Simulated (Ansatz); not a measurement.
Consider SrFeO3 (cubic perovskite) (Pm-3m).

```xyz
5
Lattice="0.0000 -3.6965 0.0000 0.0000 0.0000 3.6965 -3.6965 0.0000 0.0000" Properties=species:S:1:pos:R:3 pbc="T T T"
Sr    0.0000    0.0000    0.0000
Fe   -1.8482   -1.8482    1.8482
O     0.0000   -1.8482    1.8482
O    -1.8482   -1.8482    0.0000
O    -1.8482    0.0000    1.8482
```

The structure was relaxed with LDA. The structure type comes from a generator and need not be one that this composition takes. The structure was generated from a model, not taken from a measurement. The runs that relaxed it are not among those shown. The program's search for lower electronic states was switched off, so nothing shows that the state found is the lowest. PAW set soft_2, made with PBE.

A constrained-RPA run (Ansatz 0.2.0; non-magnetic LDA; Fe d + anion p, bands v11 to c3, 6×6×6 mesh, medium accuracy) builds 14 functions on bands 12 eV wide, with 22.0 electrons in the window. The bare on-site interaction is 24.7 eV and the bare J 0.87 eV.

Question: Estimate U, U′ and J.

On the Fe d shell, U = 11.05 eV (45 % of the bare value), U′ = 9.59 eV, J = 0.73 eV.

The parent state is non-magnetic and the interaction static (zero frequency); U depends on the window and the orbitals, so it belongs to this model alone. A window that holds the anion p bands defines a model with explicit ligands; its U belongs to that model and is not the U of DFT+U.

[Paths, hosts, dates, memory and timing lines, banners, echoed tables and standing remarks are left out of the program output.]

[Logs are printed without paths, hosts, clocks, repeated set-up lines and the standing remarks that a program may print on its own settings, such as how far it seeks lower states.]

[Runs of the session that timed out or met a known fault of the program may be left out.]

[Hosts, paths, dates, database ids (printed as entryN), source tags and the programs' standing remarks are cut or masked in the printed files.]
